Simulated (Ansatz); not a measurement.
# Work function of Nb(100): what the settings cost and change, part 2 of 2

How far do cutoff, k-mesh and smearing move the work function of Nb(100)?

Ansatz 0.2.0; plane-wave DFT, PBE, Ansatz PAW.

So far. Step 6 (Slab): The work function is 3.810 eV, +0.087 eV from the run “cutoff 420 eV”, at 0.074 times its CPU time. Step 7 (Run): The work function is 3.730 eV, +0.007 eV from the run “cutoff 420 eV”, at 0.19 times its CPU time.

### Step 8. Run

File input.yaml:

```yaml
crystal:
  lattice:
    - [3.3, 0.0, 0.0]
    - [0.0, 3.3, 0.0]
    - [0.0, 0.0, 27.9]
  atoms:
    - { symbol: Nb, position: [0.0, 0.0, 0.3225806452] }
    - { symbol: Nb, position: [0.5, 0.5, 0.3817204301] }
    - { symbol: Nb, position: [0.0, 0.0, 0.4408602151] }
    - { symbol: Nb, position: [0.5, 0.5, 0.5] }
    - { symbol: Nb, position: [0.0, 0.0, 0.5591397849] }
    - { symbol: Nb, position: [0.5, 0.5, 0.6182795699] }
    - { symbol: Nb, position: [0.0, 0.0, 0.6774193548] }
kpoints:
  mp_grid: { grid: [8, 8, 1] }
hamiltonian:
  xc: pbe
scf:
  occupations: { method: fermi_dirac, width: 0.1 }
  convergence: { dr2_threshold: 1.0e-09 }
efield:
  axis: 3
  dipole_correction: true
  ramp_position: 0.97
  ramp_width: 0.06
output:
  write_potential: true
  write_density: true
  volumetric_format: npy
```

Run with:

```
> ansatz run input.yaml --threads 2 --pin off --max-ram 3072MiB --backend cpu --events-out ev --progress --plain --runs-dir out
```

The log of the run:

```text
[...]
Crystal: 7 atoms, lattice volume = 303.831 Å³
Basis set: ecut = 420 eV, 6013 PW (Γ)
Bands: 55, of which v1, the nominal top of the filled ones, is band 46 counted from 1 (45 counted from 0)
Symmetry: 8 space group operations
k-points: 15 of 64
[...]
k-point 0: bands = [... 42 lower, 5.5851, 5.5851, 5.6289, 5.6289, 5.7880, 5.7880, 5.7961, 6.1419, ... 5 higher]
  k-point 1: bands = [... 42 lower, 5.2901, 5.3492, 5.5070, 5.5590, 5.5670, 5.9977, 6.0241, 6.0954, ... 5 higher]
  k-point 2: bands = [... 42 lower, 4.9534, 5.0409, 5.1351, 5.3548, 5.5478, 5.7922, 5.9647, 6.6334, ... 5 higher]
  k-point 14: bands = [... 42 lower, 4.3242, 5.1873, 5.1873, 6.3646, 6.3646, 7.5861, 7.6053, 7.8639, ... 5 higher]
[key lines of the parts left out:]
SCF converged after 11 iterations
Free energy (F): -31862.698952 eV
Fermi energy:    5.403057 eV
Dipole field:    D = -0.000000 V/Å  (p = -0.000000 e·Å, saw-weighted, corrected)
Work function:   Φ+ = 3.7257 eV   Φ− = 3.7257 eV
```

Elapsed: 41 s, on 2 threads of Arm Neoverse N1, shared host; peak memory 0.62 GiB.

The work function is 3.726 eV, +0.003 eV from the run “cutoff 420 eV”, at 0.53 times its CPU time.

### Step 9. Slab

input.yaml, as its differences from that of step 8:

```diff
@@ -14,3 +14,3 @@
 kpoints:
-  mp_grid: { grid: [8, 8, 1] }
+  mp_grid: { grid: [18, 18, 1] }
 hamiltonian:
```

The log of the run:

```text
[...]
Crystal: 7 atoms, lattice volume = 303.831 Å³
Basis set: ecut = 420 eV, 6013 PW (Γ)
Bands: 55, of which v1, the nominal top of the filled ones, is band 46 counted from 1 (45 counted from 0)
Symmetry: 8 space group operations
k-points: 55 of 324
[...]
k-point 0: bands = [... 42 lower, 5.5826, 5.5826, 5.6250, 5.6250, 5.7831, 5.7831, 5.7918, 6.1408, ... 5 higher]
  k-point 1: bands = [... 42 lower, 5.4576, 5.5576, 5.6142, 5.6328, 5.7357, 5.8125, 5.8229, 6.1378, ... 5 higher]
  k-point 2: bands = [... 42 lower, 5.3279, 5.3620, 5.5720, 5.5814, 5.5834, 5.9403, 5.9722, 6.0925, ... 5 higher]
  k-point 54: bands = [... 42 lower, 4.3208, 5.1841, 5.1841, 6.3602, 6.3602, 7.5867, 7.6059, 7.8618, ... 5 higher]
[key lines of the parts left out:]
SCF converged after 11 iterations
Free energy (F): -31862.695398 eV
Fermi energy:    5.407464 eV
Dipole field:    D = 0.000000 V/Å  (p = 0.000000 e·Å, saw-weighted, corrected)
Work function:   Φ+ = 3.7252 eV   Φ− = 3.7253 eV
```

It took 2.4 min on 2 threads; peak memory 1.1 GiB; 4.1 min of CPU time.

The work function is 3.725 eV, +0.002 eV from the run “cutoff 420 eV”, at 2.0 times its CPU time.

### Step 10. Slab

input.yaml, as its differences from that of step 9:

```diff
@@ -14,3 +14,3 @@
 kpoints:
-  mp_grid: { grid: [18, 18, 1] }
+  mp_grid: { grid: [12, 12, 1] }
 hamiltonian:
@@ -18,3 +18,3 @@
 scf:
-  occupations: { method: fermi_dirac, width: 0.1 }
+  occupations: { method: gaussian, width: 0.05 }
   convergence: { dr2_threshold: 1.0e-09 }
```

The log of the run:

```text
[...]
Crystal: 7 atoms, lattice volume = 303.831 Å³
Basis set: ecut = 420 eV, 6013 PW (Γ)
Bands: 55, of which v1, the nominal top of the filled ones, is band 46 counted from 1 (45 counted from 0)
Symmetry: 8 space group operations
k-points: 28 of 144
[...]
k-point 0: bands = [... 42 lower, 5.5685, 5.5685, 5.6162, 5.6162, 5.7733, 5.7733, 5.7888, 6.1220, ... 5 higher]
  k-point 1: bands = [... 42 lower, 5.3725, 5.3962, 5.5922, 5.5978, 5.7153, 5.8106, 5.8631, 6.0767, ... 5 higher]
  k-point 2: bands = [... 42 lower, 5.1495, 5.2693, 5.2967, 5.4164, 5.5330, 6.0323, 6.1107, 6.1585, ... 5 higher]
  k-point 27: bands = [... 42 lower, 4.3085, 5.1728, 5.1728, 6.3542, 6.3542, 7.5517, 7.5712, 7.8359, ... 5 higher]
[key lines of the parts left out:]
SCF converged after 11 iterations
Free energy (F): -31862.533975 eV
Fermi energy:    5.410386 eV
Dipole field:    D = -0.000000 V/Å  (p = -0.000000 e·Å, saw-weighted, corrected)
Work function:   Φ+ = 3.7350 eV   Φ− = 3.7350 eV
```

Run time: 67 s. Hardware: 2 threads; peak memory 0.76 GiB; 1.9 min of CPU time.

The work function is 3.735 eV, +0.012 eV from the run “cutoff 420 eV”, at 0.96 times its CPU time.

### Step 11. Run

input.yaml, as its differences from that of step 10:

```diff
@@ -18,3 +18,3 @@
 scf:
-  occupations: { method: gaussian, width: 0.05 }
+  occupations: { method: methfessel_paxton, width: 0.2 }
   convergence: { dr2_threshold: 1.0e-09 }
```

The log of the run:

```text
[...]
Crystal: 7 atoms, lattice volume = 303.831 Å³
Basis set: ecut = 420 eV, 6013 PW (Γ)
Bands: 55, of which v1, the nominal top of the filled ones, is band 46 counted from 1 (45 counted from 0)
Symmetry: 8 space group operations
k-points: 28 of 144
[...]
k-point 0: bands = [... 42 lower, 5.5704, 5.5704, 5.6177, 5.6177, 5.7757, 5.7757, 5.7893, 6.1243, ... 5 higher]
  k-point 1: bands = [... 42 lower, 5.3758, 5.3979, 5.5929, 5.5996, 5.7175, 5.8135, 5.8663, 6.0794, ... 5 higher]
  k-point 2: bands = [... 42 lower, 5.1525, 5.2726, 5.2999, 5.4180, 5.5343, 6.0347, 6.1144, 6.1616, ... 5 higher]
  k-point 27: bands = [... 42 lower, 4.3108, 5.1747, 5.1747, 6.3545, 6.3545, 7.5571, 7.5766, 7.8386, ... 5 higher]
[key lines of the parts left out:]
SCF converged after 11 iterations
Free energy (F): -31862.527321 eV
Fermi energy:    5.417643 eV
Dipole field:    D = 0.000000 V/Å  (p = 0.000001 e·Å, saw-weighted, corrected)
Work function:   Φ+ = 3.7263 eV   Φ− = 3.7263 eV
```

Wall time 74 s (2 threads); peak memory 0.77 GiB.

The work function is 3.726 eV, +0.004 eV from the run “cutoff 420 eV”, at 1.0 times its CPU time.

### Step 12. Run

input.yaml, as its differences from that of step 11:

```diff
@@ -18,3 +18,3 @@
 scf:
-  occupations: { method: methfessel_paxton, width: 0.2 }
+  occupations: { method: fermi_dirac, width: 0.3 }
   convergence: { dr2_threshold: 1.0e-09 }
```

The log of the run:

```text
band count auto-derived: 62 (N_el = 91.0; filled up to band 46; 55 by the electrons, moments and atoms)
[...]
Crystal: 7 atoms, lattice volume = 303.831 Å³
Basis set: ecut = 420 eV, 6013 PW (Γ)
Bands: 62, of which v1, the nominal top of the filled ones, is band 46 counted from 1 (45 counted from 0)
Symmetry: 8 space group operations
k-points: 28 of 144
[...]
k-point 0: bands = [... 42 lower, 5.5435, 5.5435, 5.5591, 5.5591, 5.7216, 5.7443, 5.7443, 6.1121, ... 12 higher]
  k-point 1: bands = [... 42 lower, 5.4133, 5.4236, 5.5321, 5.5802, 5.6847, 5.8343, 5.8838, 6.0635, ... 12 higher]
  k-point 2: bands = [... 42 lower, 5.1675, 5.2518, 5.3279, 5.4017, 5.4917, 6.0339, 6.1017, 6.2011, ... 12 higher]
  k-point 27: bands = [... 42 lower, 4.2786, 5.1389, 5.1389, 6.3115, 6.3115, 7.6223, 7.6400, 7.8741, ... 12 higher]
[key lines of the parts left out:]
SCF converged after 10 iterations
Free energy (F): -31863.952694 eV
Fermi energy:    5.375983 eV
Dipole field:    D = 0.000000 V/Å  (p = 0.000000 e·Å, saw-weighted, corrected)
Work function:   Φ+ = 3.7919 eV   Φ− = 3.7919 eV
```

Elapsed: 85 s, on 2 threads; peak memory 0.83 GiB; 2.3 min of CPU time.

The work function is 3.792 eV, +0.069 eV from the run “cutoff 420 eV”, at 1.1 times its CPU time.

### Step 13. Run

input.yaml, as its differences from that of step 12:

```diff
@@ -18,3 +18,3 @@
 scf:
-  occupations: { method: fermi_dirac, width: 0.3 }
+  occupations: { method: cold, width: 0.1 }
   convergence: { dr2_threshold: 1.0e-09 }
```

The log of the run:

```text
[...]
Crystal: 7 atoms, lattice volume = 303.831 Å³
Basis set: ecut = 420 eV, 6013 PW (Γ)
Bands: 55, of which v1, the nominal top of the filled ones, is band 46 counted from 1 (45 counted from 0)
Symmetry: 8 space group operations
k-points: 28 of 144
[...]
k-point 0: bands = [... 42 lower, 5.5731, 5.5731, 5.6201, 5.6201, 5.7759, 5.7759, 5.7918, 6.1264, ... 5 higher]
  k-point 1: bands = [... 42 lower, 5.3769, 5.3990, 5.5949, 5.6021, 5.7197, 5.8152, 5.8672, 6.0805, ... 5 higher]
  k-point 2: bands = [... 42 lower, 5.1537, 5.2741, 5.3013, 5.4207, 5.5359, 6.0361, 6.1141, 6.1630, ... 5 higher]
  k-point 27: bands = [... 42 lower, 4.3128, 5.1765, 5.1765, 6.3575, 6.3575, 7.5574, 7.5770, 7.8402, ... 5 higher]
[key lines of the parts left out:]
SCF converged after 12 iterations
Free energy (F): -31862.528866 eV
Fermi energy:    5.420204 eV
Dipole field:    D = -0.000000 V/Å  (p = -0.000000 e·Å, saw-weighted, corrected)
Work function:   Φ+ = 3.7208 eV   Φ− = 3.7208 eV
```

Wall time 74 s (2 threads); peak memory 0.76 GiB.

The work function is 3.721 eV, -0.002 eV from the run “cutoff 420 eV”, at 1.0 times its CPU time.

### Step 14. Side by side

Times are for 2 threads of Arm Neoverse N1, shared host. Results by setting:

```tsv
no.	setting	work function, upper face (eV)	time	memory (GiB)
1	cutoff 200 eV	3.805	30 s	0.42
2	cutoff 300 eV	3.723	52 s	0.55
3	cutoff 420 eV	3.723	71 s	0.76
4	cutoff 600 eV	3.723	2.3 min	1.1
5	mesh 2x2	3.810	8.2 s	0.49
6	mesh 4x4	3.730	17 s	0.49
7	mesh 8x8	3.726	41 s	0.62
8	mesh 18x18	3.725	2.4 min	1.1
9	Gaussian smearing 0.05 eV	3.735	67 s	0.76
10	methfessel_paxton smearing 0.2 eV	3.726	74 s	0.77
11	fermi_dirac smearing 0.3 eV	3.792	85 s	0.83
12	cold smearing 0.1 eV	3.721	74 s	0.76
```

### Step 15. Varying the input

An input spoilt on purpose, to show how the run answers: it repeats the earlier run “cutoff 200 eV” with efield.amplitude to 5.0, and scf.max_iter set to 50; its output block differs too.

input.yaml, as its differences from that of step 13:

```diff
@@ -18,4 +18,5 @@
 scf:
-  occupations: { method: cold, width: 0.1 }
+  occupations: { method: fermi_dirac, width: 0.1 }
   convergence: { dr2_threshold: 1.0e-09 }
+  max_iter: 50
 efield:
@@ -25,2 +26,5 @@
   ramp_width: 0.06
+  amplitude: 5.0
+basis:
+  ecutwfc: "200 eV"
 output:
```

The log of the run:

```text
[...]
Crystal: 7 atoms, lattice volume = 303.831 Å³
Basis set: ecut = 200 eV, 1973 PW (Γ)
Bands: 55, of which v1, the nominal top of the filled ones, is band 46 counted from 1 (45 counted from 0)
Symmetry: 8 space group operations
k-points: 28 of 144
[...]
SCF iter   1: F=—  HF=-31874.262853 eV  |F-HF|=—  |Δ(HF+E_count)|=         —  Δρ=8.11e-2  dr2=2.86e2  ethr=3.10e-3  p=4.216 e·Å  D=2.51e0 V/Å  ΔV_dip=-70.05 eV  dr2_dipole=1.06e1  V_vac-E_F(+/−)=37.76/3.39 eV  ⟨swp⟩=13.4  Hψ=10527  notcnv=0
[...]
SCF iter  17: F=-31856.840524 eV  HF=-31856.840524 eV  |F-HF|=1.24e-10  |Δ(HF+E_count)|=  2.62e-10  Δρ=1.27e-7  dr2=9.54e-11  ethr=1.10e-12  p=4.206 e·Å  D=2.50e0 V/Å  ΔV_dip=-69.88 eV  dr2_dipole=6.01e-13  V_vac-E_F(+/−)=33.03/-0.89 eV  ⟨swp⟩=27.8  Hψ=9084  notcnv=0
[...]
SCF 1 converged in 17 iterations: F = -31856.840524 eV  dr2 = 9.54e-11
[...]
SCF converged after 17 iterations
Free energy (F): -31856.840524 eV
[...]
Internal energy: -31856.518286 eV  (E = F + TS)
E sigma→0 (E₀):  -31856.679405 eV
Entropy (-TS):   -0.322238 eV (-46.034 meV/atom)
Fermi energy:    4.058613 eV
Dipole field:    D = 2.504761 V/Å  (p = 4.205684 e·Å, saw-weighted, corrected)
Work function:   not extracted (applied field tilts the vacuum); planar V_es + V_field profile in the machine report
[...]
--- Band table (eV; the first three rows and the last of 28) ---
  k-point 0: bands = [... 42 lower, 4.1375, 4.2214, 4.2677, 4.2677, 4.4976, 4.4976, 4.6750, 5.0312, ... 5 higher]
  k-point 1: bands = [... 42 lower, 3.9752, 4.1873, 4.1963, 4.3282, 4.3753, 4.4482, 4.7637, 4.9576, ... 5 higher]
  k-point 2: bands = [... 42 lower, 3.7159, 3.9037, 3.9953, 4.0646, 4.2567, 4.4985, 4.7367, 4.7509, ... 5 higher]
  k-point 27: bands = [... 42 lower, 3.1179, 3.9863, 3.9863, 5.1877, 5.1877, 6.1920, 6.4897, 6.6959, ... 5 higher]
```

The job ended after 69 s (2 threads; peak memory 0.4 GiB; 1.9 min of CPU time).

The fault (a field far too strong) makes this run a check alone; its numbers are not taken further.

### Step 16. Summary of results

| Property | Result |
| --- | --- |
| work function, cutoff 420 eV | 3.723 eV |
| work function, cutoff 600 eV | 3.723 eV |
| work function, mesh 2x2 | 3.810 eV |
| work function, cold smearing 0.1 eV | 3.721 eV |

What this shows: The run at the highest cutoff gives 3.72 eV, and the settings tried spread the value from 3.72 to 3.81 eV. Against 600 eV, a cutoff of 200 eV is off by +0.082 eV. Against 600 eV, a cutoff of 420 eV is off by -0.000 eV. Against the finest mesh, 18 points along a, the coarser ones are off by +0.08 (2), +0.00 (4) and +0.00 (8) eV. The smearing schemes and widths spread it over 0.07 eV. The ladder's slabs use the tabulated experimental lattice constant (two decimals; a low-temperature value for the alkali metals). This open face is not relaxed here, and relaxation moves such faces by up to a few tenths of an eV. In 1 run of the series (cutoff 200 eV) the program warns that electrons reach the sawtooth's ramp, which makes dipole and work function less sure.

Computed beside measured:

```
                                               quantity  measured    cutoff 600 eV
work function (clean (100) face, a compiled value) (eV)      3.97  3.72 (-0.25 eV)
```

Measured values from arxiv:1902.07811 (2019).

How well it matches: The work function is off by -0.25 eV: fair agreement. No cell relaxation is part of this session.

[Long decimals in the printed logs are rounded to 6 places.]

[Logs are printed without paths, hosts, clocks, repeated set-up lines and the standing remarks that a program may print on its own settings, such as how far it seeks lower states.]

[Hosts, paths, dates, database ids (printed as entryN), source tags and the programs' standing remarks are cut or masked in the printed files.]

[Maps of the electrostatic potential energy from Ansatz leave out the sawtooth potential of an applied field or a dipole correction, so their vacuum need not be flat; planar profiles and work functions include it.]
